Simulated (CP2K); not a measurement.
The O K edge of hydronium was computed by TDDFT (CP2K XAS_TDP, aug-cc-pVTZ, TDA) at these levels: PBE0, PBEh(45%) and PBEh(45%) + GW2X. The first three lines of O1 (bonded to 3 H) with a strength over 0.0015, energy in eV and strength:

```csv
run,first,second,third
1,538.65 (0.007),540.16 (0.091),543.91 (0.014)
2,524.95 (0.005),526.85 (0.072),529.77 (0.011)
3,533.20 (0.007),534.70 (0.092),538.46 (0.015)
```

Question: Which run is which?

Run 1: PBEh(45%) + GW2X (45 % exact exchange). Run 2: PBE0 (25 % exact exchange). Run 3: PBEh(45%) (45 % exact exchange). Self-interaction lifts the core level, so the uncorrected lines rise with the share of exact exchange. The GW2X run keeps the spacings of its parent: 1.51 eV between the first two lines in run 1, 1.50 eV in run 3. Its shift is +5.45 eV, since the Kohn–Sham level at this share of exchange lies that far above the quasiparticle level.

[Banner, clock and machine lines of the logs are left out without a mark of their own.]

[Logs are printed without paths, hosts, clocks, repeated set-up lines and the standing remarks that a program may print on its own settings, such as how far it seeks lower states.]

[Hosts, paths, dates, database ids (printed as entryN), source tags and the programs' standing remarks are cut or masked in the printed files.]
